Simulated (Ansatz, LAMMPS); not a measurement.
# Static equation of state of glassy CaAl2Si6O16 (125 atoms)

Density of this cell: 2.59 g/cm³. The cell holds 125 atoms: 10 Al, 5 Ca, 80 O and 30 Si. Its edges and angles: a = 11.846 Å, b = 11.917 Å, c = 11.782 Å, α = 88.9°, β = 93.2°, γ = 89.9°. The starting structure: 125 atoms (10 Al, 5 Ca, 80 O, 30 Si) placed at random at 2.61 g/cm³, melted at 4500 K for 20 ps at fixed volume with the Morse and Coulomb pair potential with partial charges (Pedone, Malavasi, Menziani, Cormack and Segre, J. Phys. Chem. B 110, 11780 (2006)). Quenched from 4500 K to 300 K at 20 K/ps and fixed volume, held 20 ps at zero pressure.

Calculated with Ansatz 0.2.0: Kohn-Sham DFT, revPBE, PAW (set soft_2), plane waves; cutoff 420 eV, Γ point, fermi-dirac smearing of 0.05 eV. Cell and atoms were relaxed first, to V0 = 13.284 Å³ an atom at a residual P0 = 0.002 GPa. The cell was then scaled evenly, and the atoms were relaxed at each volume.

| volume (Å³/atom) | pressure (GPa) |
| --- | --- |
| 11.955 | ? |
| 12.486 | 4.590 |
| 12.885 | 2.129 |
| 13.682 | -2.110 |
| 14.081 | -3.755 |

Task: Fit the third-order Birch–Murnaghan equation to the rows given and extrapolate to the withheld row.

**Working.**

Take the Eulerian strain f = ½[(V0/V)^(2/3) − 1] and the normalised pressure F = (P − P0) / [3f(1 + 2f)^(5/2)]. The third-order Birch–Murnaghan equation is then the line F = B0 + (3/2)B0(B′ − 4) f, so u = f and v = F.

```
      u = f  v = F (GPa)
  0.0210564      65.5188
  0.0102567      65.7095
-0.00975660      75.7847
 -0.0190504      72.4321
```

With n = 4: mean u = 6.2652e-4, mean v = 69.8613, Σ(u − ū)² = 0.0010051, Σ(u − ū)(v − v̄) = -0.24079. Slope b = -0.24079 / 0.0010051 = -239.56; intercept a = v̄ − b ū = 70.011.

So B0 = a = 70.0 GPa and B′ = 4 + 2b/(3a) = 1.72. At the withheld volume f = 0.03638, F = a + b f = 61.30 GPa, and P = P0 + 3f(1 + 2f)^(5/2) F.

Prediction at 11.955: 7.976 GPa. The run gave 8.097 GPa, so the fit is low by 0.12 GPa (1.5 % of the value).

The series isn't one smooth equation of state: even a line fitted to all rows, the withheld one included, misses F by up to 4.6 %, the count of bonds changes along the series and an atom moves over 0.5 Å in some relaxation. B0 and B′ are then only the numbers of this fit, not moduli of the material. Among the rows given, the largest miss of the fit is at 14.081, by 0.11 GPa (0.94 % of the range of the table).

Limits: Static cells at zero temperature; the cell shape is held. The program notes that the SCF threshold of these relaxations is loose for the stress. The quench rate of 20 K/ps is many orders above laboratory rates, so the cell is likely richer in defects and strain than a real sample. The network of bonds at the start is that of the classical potential that made the cell, and needn't be the one that DFT or experiment would give. Only the Γ point is sampled, in a cell whose shortest periodic width is 12 Å.

[Logs are printed without paths, hosts, clocks, repeated set-up lines and the standing remarks that a program may print on its own settings, such as how far it seeks lower states.]

[Hosts, paths, dates, database ids (printed as entryN), source tags and the programs' standing remarks are cut or masked in the printed files.]
